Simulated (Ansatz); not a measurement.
## Band gap of Y2Ti2O7 (Fd-3m) from density functionals to GW

What gap does each level of theory give for Y2Ti2O7 (Fd-3m), and in what time?

Main program and level: Ansatz 0.2.0; density functionals, hybrids and G0W0, plane waves, PAW.

**Experimental background.**

- Gap 3.44 eV: direct optical gap from Tauc plot; UV-Vis-NIR transmission; bulk crystal (floating-zone single crystal wafer, 1 mm thick) (“Structural, optical and mechanical properties of Y2Ti2O7 single crystal”, 2020, arxiv:2006.07359).

In doubt: the elements are of a kind flagged for part-filled d or f shells, though by formal charges that shell is empty here, so the flag may not apply.

## (1) Set-up

Symmetry: Fd-3m, No. 227, cubic system. Conventional cell: a = 10.099 Å, b = 10.099 Å, c = 10.099 Å, α = 90.00°, β = 90.00°, γ = 90.00°. Nearest to Y lie 8 O at 2.19 to 2.48 Å. Nearest to Ti lie 6 O at 1.96 Å. O has 2 Ti at 1.96 Å and 2 Y at 2.48 Å nearest. O has 4 Y at 2.19 Å nearest. Farther neighbours and most contacts between anions are not listed.

Geometry: measured cell, ions relaxed with r2SCAN. The runs that relaxed it are not among those shown. The default PAW set here is soft_2. Its files were made with PBE.

## (2) r2SCAN on the 4×4×4 mesh

Levels along a band path and on the mesh show where this functional puts the band edges.

This step: DFT, r2SCAN, plane waves, PAW.

Input file input.yaml:

```yaml
crystal:
  lattice:
    - [0.0, 5.0493, 5.0493]
    - [5.0493, 0.0, 5.0493]
    - [5.0493, 5.0493, 0.0]
  atoms:
    - { symbol: "Y", position: [0.125, 0.125, 0.125] }
    - { symbol: "Y", position: [0.625, 0.125, 0.125] }
    - { symbol: "Y", position: [0.125, 0.125, 0.625] }
    - { symbol: "Y", position: [0.125, 0.625, 0.125] }
    - { symbol: Ti, position: [0.625, 0.625, 0.625] }
    - { symbol: Ti, position: [0.125, 0.625, 0.625] }
    - { symbol: Ti, position: [0.625, 0.625, 0.125] }
    - { symbol: Ti, position: [0.625, 0.125, 0.625] }
    - { symbol: O, position: [0.5453943878, 0.9546056122, 0.9546056122] }
    - { symbol: O, position: [0.7046056122, 0.2953943878, 0.7046056122] }
    - { symbol: O, position: [0.9546056122, 0.5453943878, 0.5453943878] }
    - { symbol: O, position: [0.2953943878, 0.7046056122, 0.2953943878] }
    - { symbol: O, position: [0.9546056122, 0.5453943878, 0.9546056122] }
    - { symbol: O, position: [0.7046056122, 0.7046056122, 0.2953943878] }
    - { symbol: O, position: [0.5453943878, 0.9546056122, 0.5453943878] }
    - { symbol: O, position: [0.2953943878, 0.2953943878, 0.7046056122] }
    - { symbol: O, position: [0.7046056122, 0.2953943878, 0.2953943878] }
    - { symbol: O, position: [0.9546056122, 0.9546056122, 0.5453943878] }
    - { symbol: O, position: [0.2953943878, 0.7046056122, 0.7046056122] }
    - { symbol: O, position: [0.5453943878, 0.5453943878, 0.9546056122] }
    - { symbol: O, position: [0.0, 0.0, 0.0] }
    - { symbol: O, position: [0.25, 0.25, 0.25] }
kpoints:
  mp_grid: { grid: [4, 4, 4] }
  band_path:
    path:
      - [[0.0, 0.0, 0.0], [0.5, 0.0, 0.5], [0.625, 0.25, 0.625]]
      - [[0.375, 0.375, 0.75], [0.0, 0.0, 0.0], [0.5, 0.5, 0.5], [0.5, 0.25, 0.75], [0.5, 0.0, 0.5]]
    npoints: 10
hamiltonian:
  xc: r2scan
scf:
  occupations: { method: fermi_dirac, width: 0.02 }
  n_extra_bands: 11
output:
  eigenvalues: true
```

On the command line:

```sh
$ ansatz run input.yaml --threads 32 --pin off --max-ram 129024MiB --backend cuda --events-out ev --progress --plain --runs-dir out --devices 1 --max-vram 157GiB  # rebuilt from the run's record
```

Numbers of over 12 decimals in the logs are rounded to 6 here.

The log of the run:

```text
scf.n_extra_bands = 11 over 88 filled bands (N_el = 176.0): the run solves 99 bands
GPUs: using 1 of 1 available (devices: 1).
Engine: ansatz 0.2.0, aarch64-unknown-linux-gnu
Pseudopotentials: kind: paw
Pseudopotential: Y, paw, valence charge 11, recommended cutoff 500 eV (meta_gga), Y.paw.azcp
Pseudopotential: Ti, paw, valence charge 12, recommended cutoff 500 eV (meta_gga), Ti.paw.azcp
Pseudopotential: O, paw, valence charge 6, recommended cutoff 500 eV (meta_gga), O.paw.azcp
Functional definition: r2SCAN
  parameter k0 = 0.174
  parameter k1 = 0.065
  parameter a1 = 4.9479
  exchange = r2scan_x(k0 = k0, k1 = k1, a1 = a1)
  correlation = r2scan_c
device memory: the entry about to start is reckoned to put 11.2 GiB on a device that reports 182.5 GiB free (of which the cap on the GPU budget leaves the run 157.0 GiB)
GPU FFT provider: cuFFT
GPU libraries: cuBLAS 13.8.1, cuFFT 12.4.0, cuSOLVER 12.3.2
GPU matrix products: emulated (plane waves: as basis.precision tells), large ones in fixed point in workspaces of 1.00 GiB
Crystal: 22 atoms, lattice volume = 257.468 Å³
Basis set: ecut = 500 eV, 6567 PW (Γ), exchange–correlation on 216×216×216 points (64 copies of the dense FFT grid, shifted against one another)
Bands: 99, of which v1, the nominal top of the filled ones, is band 88 counted from 1 (87 counted from 0)
Symmetry: 48 space group operations
Space group: Fd-3m (ITA 227), of the structure as read, at distance tolerance 6.4e-5 Å
k-points: 8 of 64
Non-local potential: Y, projectors of the file, l = 0: 3, l = 1: 2, l = 2: 2, l = 3: 1
Non-local potential: Ti, projectors of the file, l = 0: 3, l = 1: 2, l = 2: 3, l = 3: 1
Non-local potential: O, projectors of the file, l = 0: 2, l = 1: 2, l = 2: 1
PAW form: soft (Blöchl's): semilocal exchange-correlation on the pseudo side does not see the compensation charge
PAW frozen core: Y, regenerated for the run's functional (the file was generated under x = pbe(κ = 0.804, μ = 0.219515), c = pbe(β = 0.066725))
PAW frozen core: Ti, regenerated for the run's functional (the file was generated under x = pbe(κ = 0.804, μ = 0.219515), c = pbe(β = 0.066725))
PAW frozen core: O, regenerated for the run's functional (the file was generated under x = pbe(κ = 0.804, μ = 0.219515), c = pbe(β = 0.066725))
PAW one-centre angular grid: Y, 590 points (default); XC on 160 Gauss nodes
PAW one-centre angular grid: Ti, 590 points (default); XC on 160 Gauss nodes
PAW one-centre angular grid: O, 302 points (default); XC on 160 Gauss nodes
Initial density: superposition of atomic densities (neutral atoms: chi_scale 0, normalization atom), corrected by the library's trained network
Initial wavefunctions: pseudopotential atomic-orbital guess
GPU buffer pool allocated for 157464 grid points (all kernels)
GPU transforms: local potential and band sums: pruned to the plane-wave sphere, on 54×54×54
Functional: x = r2scan, c = r2scan; τ floored in thin density (d = 2e-4 eV/Å³)
SCF iter   1: F=—  HF=-33460.222523 eV  |F-HF|=—  |Δ(HF+E_count)|=         —  Δρ=2.12e-2  dr2=1.42e0  dr2_τ=1.25e0  ethr=1.77e-3  ⟨swp⟩=5.4  Hψ=3091  notcnv=0
preconditioner: auto → Resta (q_TF=auto, 2.561 Å⁻¹)  ε∞=5.3  [insulator: Δε(μ)=3.819 eV  Ē_g=13.045 eV  σ=0.020 eV  W_gap=1.00  n_scr=64 (ndim 8)  ℏωp=27.0 eV  f_vac=0.018  D(μ)=0.00/eV (n_scr^D=0)  ε∞_Penn≈5.3]
SCF iter   2: F=—  HF=-33460.531495 eV  |F-HF|=—  |Δ(HF+E_count)|=   3.09e-1  Δρ=9.45e-3  dr2=1.22e-1  dr2_τ=6.36e-2  ethr=8.07e-4  ⟨swp⟩=3.0  Hψ=1676  notcnv=0  defer=18
SCF iter   3: F=—  HF=-33460.519374 eV  |F-HF|=—  |Δ(HF+E_count)|=   1.21e-2  Δρ=3.82e-3  dr2=2.48e-2  dr2_τ=1.85e-3  ethr=6.94e-5  ⟨swp⟩=2.4  Hψ=1265  notcnv=0  defer=18
SCF iter   4: F=—  HF=-33460.516610 eV  |F-HF|=—  |Δ(HF+E_count)|=   2.76e-3  Δρ=1.23e-3  dr2=2.57e-3  dr2_τ=4.90e-4  ethr=1.41e-5  ⟨swp⟩=2.0  Hψ=1388  notcnv=0  defer=18
SCF iter   5: F=—  HF=-33460.516658 eV  |F-HF|=—  |Δ(HF+E_count)|=   4.82e-5  Δρ=2.83e-4  dr2=1.78e-4  dr2_τ=1.80e-5  ethr=1.46e-6  ⟨swp⟩=2.0  Hψ=1159  notcnv=0  defer=18
SCF iter   6: F=—  HF=-33460.515539 eV  |F-HF|=—  |Δ(HF+E_count)|=   1.12e-3  Δρ=1.82e-4  dr2=6.98e-5  dr2_τ=9.68e-6  ethr=1.01e-7  ⟨swp⟩=2.0  Hψ=1278  notcnv=0  defer=18
SCF iter   7: F=—  HF=-33460.516367 eV  |F-HF|=—  |Δ(HF+E_count)|=   8.28e-4  Δρ=4.58e-5  dr2=5.54e-6  dr2_τ=2.94e-7  ethr=3.96e-8  ⟨swp⟩=2.0  Hψ=1156  notcnv=0  defer=18
SCF iter   8: F=—  HF=-33460.516367 eV  |F-HF|=—  |Δ(HF+E_count)|=   5.46e-8  Δρ=1.93e-5  dr2=1.12e-6  dr2_τ=6.07e-8  ethr=3.15e-9  ⟨swp⟩=2.0  Hψ=1190  notcnv=0  defer=18
SCF iter   9: F=-33460.516367 eV  HF=-33460.516367 eV  |F-HF|=7.62e-9  |Δ(HF+E_count)|=   1.56e-7  Δρ=2.37e-6  dr2=1.47e-8  dr2_τ=7.52e-10  ethr=5.68e-11  ⟨swp⟩=7.5  Hψ=2276  notcnv=0
SCF 1 converged in 9 iterations: F = -33460.516367 eV  dr2 = 1.47e-8
[...]
device memory: the entry about to start is reckoned to put 16.1 GiB on a device that reports 182.5 GiB free (of which the cap on the GPU budget leaves the run 157.0 GiB)
NSCF: frozen V_eff on 62 k-points, pencils in batches of 32, up to order 436
SCF converged after 9 iterations
Free energy (F): -33460.516367 eV
Harris-Foulkes:  -33460.516367 eV  (|F-HF|=7.62e-9)
Internal energy: -33460.516367 eV  (E = F + TS)
E sigma→0 (E₀):  -33460.516367 eV
Fermi energy:    10.957666 eV
--- Per-component energies (eV) ---
  E_band       = -1159.163864
  E_kinetic    = 4793.706348
  E_local      = -10145.915856  (includes V_loc(G=0)·N_el)
  E_nonlocal   = 863.026464
  E_hartree    = 3746.011580
  E_xc         = -2092.328788
  E_vxc        = -2927.992895  (∫ρ·V_xc dr)
  E_paw        = -17820.663019  (= ΣΔE_a)
  E_vpaw       = -1414.939301  (= ΣTr[D̂ρ^β])
  E_aug_tail   = 0.014762  (compensation charges beyond the density's cutoff)
  E_vtau       = 180.912532  (kinetic-family band-sum trace: ∫τ·v_τ [+ j·A + Jᵃ·Aᵃ] dr)
  E_ewald      = -12802.291042
  E_core_change = -2.076815  (= ΣΔE_core)
  E_smearing   = -0.000000  (= −TS)
  E_closure    = -0.000000  (closes the sum)
  Σ components = -33460.516367   (vs F -33460.516367, Δ=0.00e0)
--- Band table (eV; the first three rows and the last of 8) ---
  k-point 0: bands = [... 84 lower, 8.4542, 9.2869, 9.2869, 9.2869, 12.5850, 12.5850, 12.7621, 12.7621, ... 7 higher]
  k-point 1: bands = [... 84 lower, 8.6724, 8.8129, 9.0756, 9.0756, 12.7351, 12.7351, 12.8685, 12.9404, ... 7 higher]
  k-point 2: bands = [... 84 lower, 8.8319, 8.8319, 8.9338, 8.9338, 12.7728, 12.7728, 12.9060, 12.9437, ... 7 higher]
  k-point 7: bands = [... 84 lower, 8.7806, 8.7806, 9.0861, 9.0861, 12.8591, 12.8591, 13.0225, 13.0225, ... 7 higher]
```

The job ended after 2.2 s (1 × NVIDIA GB200 with 32 threads of Arm Neoverse V2, shared host; peak memory 1.5 GiB).

Reading the cycles: dr2 is the Hartree energy of the density residual (eV), the measure of convergence; HF is the Harris–Foulkes estimate of the energy, which meets the free energy F at convergence.

Numbers from this step:

| Quantity | Value |
| --- | --- |
| filled bands | 88 |
| gap | 3.280 eV |
| valence top at | X |
| conduction bottom at | Γ |
| least direct gap | 3.298 eV |

Over mesh and path the gap is 3.280 eV, from k = (0.500, 0.000, 0.500) to k = Γ. The least direct gap found is 3.298 eV, at k = Γ.

## (3) r2SCAN+SOC on the 4×4×4 mesh

This run has two-component orbitals with spin-orbit coupling.

This step: DFT, r2SCAN with spin-orbit coupling, plane waves, PAW.

Edit input.yaml of step 2 so:

```diff
@@ -32,5 +32,9 @@
     path:
-      - [[0.0, 0.0, 0.0], [0.5, 0.0, 0.5], [0.625, 0.25, 0.625]]
-      - [[0.375, 0.375, 0.75], [0.0, 0.0, 0.0], [0.5, 0.5, 0.5], [0.5, 0.25, 0.75], [0.5, 0.0, 0.5]]
-    npoints: 10
+      - [0.0, 0.0, 0.0]
+      - [0.5, 0.0, 0.5]
+      - [0.625, 0.25, 0.625]
+      - [0.375, 0.375, 0.75]
+      - [0.5, 0.5, 0.5]
+      - [0.5, 0.25, 0.75]
+    npoints: 1
 hamiltonian:
@@ -38,4 +42,7 @@
 scf:
-  occupations: { method: fermi_dirac, width: 0.02 }
-  n_extra_bands: 11
+  occupations: { method: fixed }
+  n_extra_bands: 22
+magnetization:
+  noncollinear: true
+  spin_orbit: true
 output:
```

The log of the run:

```text
[...]
GPUs: using 1 of 1 available (devices: 1).
[...]
non-collinear run that drives no moment, with spin-orbit: no starting moment large enough to seed its density (crystal.atoms[].spin), no starting occupations that ask for one, no magnetisation constraint and no magnetic field, so the semilocal B_xc is pinned to zero
[...]
Crystal: 22 atoms, lattice volume = 257.468 Å³
Basis set: ecut = 500 eV, 6567 PW (Γ), exchange–correlation on 216×216×216 points (64 copies of the dense FFT grid, shifted against one another)
Bands: 198, of which v1, the nominal top of the filled ones, is band 176 counted from 1 (175 counted from 0)
Symmetry: 48 space group operations + 48 with time reversal
[...]
k-points: 8 of 64
Projection manifold: j_resolved (fully-relativistic pseudo-atomic orbitals)
[...]
SCF iter   1: F=—  HF=-33438.623416 eV  |F-HF|=—  |Δ(HF+E_count)|=         —  Δρ=7.04e-2  dr2=1.56e1  dr2_τ=5.71e-1  dr2_m=0.00e0 (ungated)  ethr=3.10e-3  |M|=0.00e0 ∫|m|=0.00e0 μB  |m|>n=0.0e0 m-floor=0.0e0 τ_xc=0.0e0  β_m=0.30  ⟨swp⟩=3.1  Hψ=3597  notcnv=0  defer=90
[...]
spin=Noncollinear: Resta preconditioning applied to the charge; magnetization (m_x, m_y, m_z) channels mix plain (no charge-response kernel on spin).
SCF iter   2: F=—  HF=-33437.658846 eV  |F-HF|=—  |Δ(HF+E_count)|=   9.65e-1  Δρ=4.26e-2  dr2=4.78e0  dr2_τ=7.25e-2  dr2_m=0.00e0 (ungated)  ethr=3.10e-3  |M|=0.00e0 ∫|m|=0.00e0 μB  |m|>n=0.0e0 m-floor=0.0e0 τ_xc=0.0e0  β_m=0.44  ⟨swp⟩=2.0  Hψ=1446  notcnv=0  defer=76
SCF iter   3: F=—  HF=-33438.180226 eV  |F-HF|=—  |Δ(HF+E_count)|=   5.21e-1  Δρ=2.11e-2  dr2=9.75e-1  dr2_τ=1.50e-2  dr2_m=0.00e0 (ungated)  ethr=2.72e-3  |M|=0.00e0 ∫|m|=0.00e0 μB  |m|>n=0.0e0 m-floor=0.0e0 τ_xc=0.0e0  β_m=0.65  ⟨swp⟩=2.0  Hψ=1121  notcnv=0  defer=76
[...]
SCF 1 converged in 10 iterations: F = -33438.275877 eV  dr2 = 1.14e-8
[...]
SCF converged after 10 iterations
[...]
```

Elapsed: 2.7 s, on 1 × NVIDIA GB200 with 32 threads; peak memory 2 GiB.

Numbers from this step:

```yaml
gap: 3.280 eV
valence_top_at: X
conduction_bottom_at: Γ
least_direct_gap: 3.283 eV
```

Over mesh and listed points the gap is 3.280 eV, from k = (0.500, 0.000, 0.500) to k = Γ. The least direct gap found is 3.283 eV, at k = Γ. r2SCAN+SOC against r2SCAN: 3.280 − 3.280 = +0.000 eV, with the same mesh, set of files (read in its fully relativistic form for the spin-orbit run) and cutoff, and both edges at the same k points. The spin-orbit run sees mesh and listed points alone, so its gap is an upper bound: the coupling can move an edge off these points, and the change over the zone, its sign included where it is small, is not known.

## (4) HSE06 on the 4×4×4 mesh

HSE06 mixes in a quarter of exact exchange at short range.

This step: DFT, HSE06, plane waves, PAW.

Edit input.yaml of step 3 so:

```diff
@@ -40,9 +40,6 @@
 hamiltonian:
-  xc: r2scan
+  xc: hse06
 scf:
   occupations: { method: fixed }
-  n_extra_bands: 22
-magnetization:
-  noncollinear: true
-  spin_orbit: true
+  n_extra_bands: 11
 output:
```

The log of the run:

```text
[...]
GPUs: using 1 of 1 available (devices: 1).
[...]
davidson cushion auto → on  (no smearing: the cushion is to keep the highest requested band from converging to the state above it; pin scf.eigensolver.cushion to override)
[...]
Crystal: 22 atoms, lattice volume = 257.468 Å³
Basis set: ecut = 420 eV, 5029 PW (Γ)
Bands: 99, of which v1, the nominal top of the filled ones, is band 88 counted from 1 (87 counted from 0)
Symmetry: 48 space group operations
[...]
hybrid outer 1: dexx = +1.707e-1 eV, tail = 3.76e-4 eV
[...]
SCF 3 converged in 4 iterations: F = -33382.968491 eV  dr2 = 8.69e-8
hybrid outer 2: dexx = +1.113e-5 eV, tail = 3.23e-7 eV, Δε = 2.69e-3 eV (about 8.65e-5 eV left of the loop's levels)
[...]
Frozen-core exchange: fock
[...]
Internal energy: -33382.968492 eV  (E = F + TS)
E sigma→0 (E₀):  -33382.968492 eV
Fermi energy:    8.613701 eV
[...]
--- Band table (eV; the first three rows and the last of 8) ---
[...]
```

It took 20 s on 1 × NVIDIA GB200 with 32 threads; peak memory 3 GiB.

This step gave:

```
gap                     : 4.495 eV
valence top at          : X
conduction bottom at    : Γ
least direct gap        : 4.513 eV
exact-exchange fraction : 0.25
```

Over mesh and listed points the gap is 4.495 eV, from k = (0.500, 0.000, 0.500) to k = Γ. The least direct gap found is 4.513 eV, at k = Γ. HSE06 against r2SCAN: 4.495 − 3.280 = +1.215 eV. The runs also differ in plane-wave cutoff (500 eV and 420 eV), so how much of this comes from the functional alone is not known.

## (5) HSE06+SOC on the 4×4×4 mesh

This step: DFT, HSE06 with spin-orbit coupling, plane waves, PAW.

Edit input.yaml of step 4 so:

```diff
@@ -43,3 +43,6 @@
   occupations: { method: fixed }
-  n_extra_bands: 11
+  n_extra_bands: 22
+magnetization:
+  noncollinear: true
+  spin_orbit: true
 output:
```

The log of the run:

```text
[...]
GPUs: using 1 of 1 available (devices: 1).
[...]
Crystal: 22 atoms, lattice volume = 257.468 Å³
Basis set: ecut = 420 eV, 5029 PW (Γ)
Bands: 198, of which v1, the nominal top of the filled ones, is band 176 counted from 1 (175 counted from 0)
Symmetry: 48 space group operations + 48 with time reversal
[...]
k-points: 8 of 64
Projection manifold: j_resolved (fully-relativistic pseudo-atomic orbitals)
[...]
SCF iter   6: F=-33379.329393 eV  HF=-33379.329250 eV  |F-HF|=1.43e-4  |Δ(HF+E_count)|=   5.98e-3  Δρ=4.03e-4  dr2=2.60e-4  dr2_m=0.00e0 (ungated)  ethr=1.04e-5  |M|=0.00e0 ∫|m|=0.00e0 μB  |m|>n=0.0e0 m-floor=0.0e0 τ_xc=0.0e0  ⟨swp⟩=3.1  Hψ=4264  notcnv=0
[...]
hybrid outer 1: dexx = +1.720e-1 eV, tail = 4.55e-4 eV
[...]
SCF 3 converged in 6 iterations: F = -33378.857066 eV  dr2 = 6.41e-8
[...]
```

Elapsed: 72 s, on 1 × NVIDIA GB200 with 32 threads; peak memory 11 GiB.

Numbers from this step:

| Quantity | Value |
| --- | --- |
| gap | 4.494 eV |
| valence top at | X |
| conduction bottom at | Γ |
| least direct gap | 4.494 eV |
| exact-exchange fraction | 0.25 |

Over mesh and listed points the gap is 4.494 eV, from k = (0.500, 0.000, 0.500) to k = Γ, and equal within 1 meV to the least direct gap at k = Γ. HSE06+SOC against HSE06: 4.494 − 4.495 = −0.001 eV, with the same mesh, set of files (read in its fully relativistic form for the spin-orbit run) and cutoff, and both edges at the same k points. The spin-orbit run sees mesh and listed points alone, so its gap is an upper bound: the coupling can move an edge off these points, and the change over the zone, its sign included where it is small, is not known.

## (6) G0W0@r2SCAN, 4×4×4 mesh, 5213 empty bands, screening to 430 eV, hard PAW files

G0W0 replaces the xc potential by a self-energy built once from the orbitals of the start. Levels are corrected in the window of bands that the input names, at points of the mesh.

This step: G0W0 on r2SCAN, plane waves, PAW.

Edit input.yaml of step 5 so:

```diff
@@ -30,20 +30,12 @@
   mp_grid: { grid: [4, 4, 4] }
-  band_path:
-    path:
-      - [0.0, 0.0, 0.0]
-      - [0.5, 0.0, 0.5]
-      - [0.625, 0.25, 0.625]
-      - [0.375, 0.375, 0.75]
-      - [0.5, 0.5, 0.5]
-      - [0.5, 0.25, 0.75]
-    npoints: 1
 hamiltonian:
-  xc: hse06
+  xc: r2scan
+  pseudopotentials: { kind: paw, source: ansatz }
 scf:
   occupations: { method: fixed }
-  n_extra_bands: 22
-magnetization:
-  noncollinear: true
-  spin_orbit: true
-output:
-  eigenvalues: true
+gw:
+  n_empty_bands: 5213
+  ecut_chi: 430.0
+  qp_bands: [v4, c4]
+  qp_kpoints: band_edges
+  screening: { model: contour_deformation }
```

The log of the run:

```text
GPUs: using 1 of 1 available (devices: 1).
[...]
Crystal: 22 atoms, lattice volume = 257.468 Å³
Basis set: ecut = 1050 eV, 19795 PW (Γ), exchange–correlation on 360×360×360 points (64 copies of the dense FFT grid, shifted against one another)
Bands: 110, of which v1, the nominal top of the filled ones, is band 88 counted from 1 (87 counted from 0)
Symmetry: 48 space group operations
[...]
k-points: 8 of 64
[...]
1    90     12.7605   -13.5955    -7.4676   -21.8425  0.7260    13.5515    13.5399  root
     1    91     12.8937   -13.4377    -7.2749   -21.4628  0.7238    13.6552    13.6440  root
[...]
7    89     12.8851   -13.5678    -7.3703   -21.6872  0.7243    13.6451    13.6342  root
     7    90     12.8851   -13.5678    -7.3703   -21.6872  0.7243    13.6451    13.6342  root
     7    91     13.0480   -13.5770    -7.3176   -21.6359  0.7201    13.8006    13.7892  root
     7    92     13.0480   -13.5770    -7.3176   -21.6359  0.7201    13.8006    13.7892  root
[key lines of the parts left out:]
SCF converged after 10 iterations
```

Elapsed: 14 min, on 1 × NVIDIA GB200 with 32 threads; peak memory 55 GiB; 24 min of CPU time.

This step gave:

```
bands summed                                    : 5301
RPA ε∞ on this mesh (eigenvalues)               : 5.042, 5.042, 5.042
plane waves in the screening matrix             : 5161
G0W0 gap over the corrected points              : 4.715 eV
k of the valence top                            : 0, -0.5, -0.5
k of the conduction bottom                      : 0, 0, 0
starting gap on the mesh                        : 3.277 eV
Z at the valence top                            : 0.7368
Z at the conduction bottom                      : 0.7312
least direct G0W0 gap over the corrected points : 4.746 eV
```

Over all 8 irreducible mesh points the G0W0 gap is 4.715 eV, from k = (0.000, -0.500, -0.500) to k = Γ. The r2SCAN gap of this run on the mesh is 3.277 eV. The two states that bound the G0W0 gap lie that far apart at the start, so the correction of the gap is 4.715 − 3.277 = +1.438 eV.

(Part 1 of 2 ends here.)

[Paths, hosts, dates, memory and timing lines, banners, echoed tables and standing remarks are left out of the program output.]

[Logs are printed without paths, hosts, clocks, repeated set-up lines and the standing remarks that a program may print on its own settings, such as how far it seeks lower states.]

[Runs of the session that timed out or met a known fault of the program may be left out.]

[Cells called generated may have been cut or substituted from an entry of the Crystallography Open Database or the Materials Project.]

[Hosts, paths, dates, database ids (printed as entryN), source tags and the programs' standing remarks are cut or masked in the printed files.]

[Where an RPA ε∞ is given, it is that of the G0W0 mesh and is not shown converged in it. Names of k-points follow the symmetry that the program found, which can be lower than the space group named. Band edges on a path are those of the sampled points; other points can move an edge, and change direct to indirect where valleys lie close.]

[Hybrid gaps are those of their k-mesh and are not shown converged in it.]
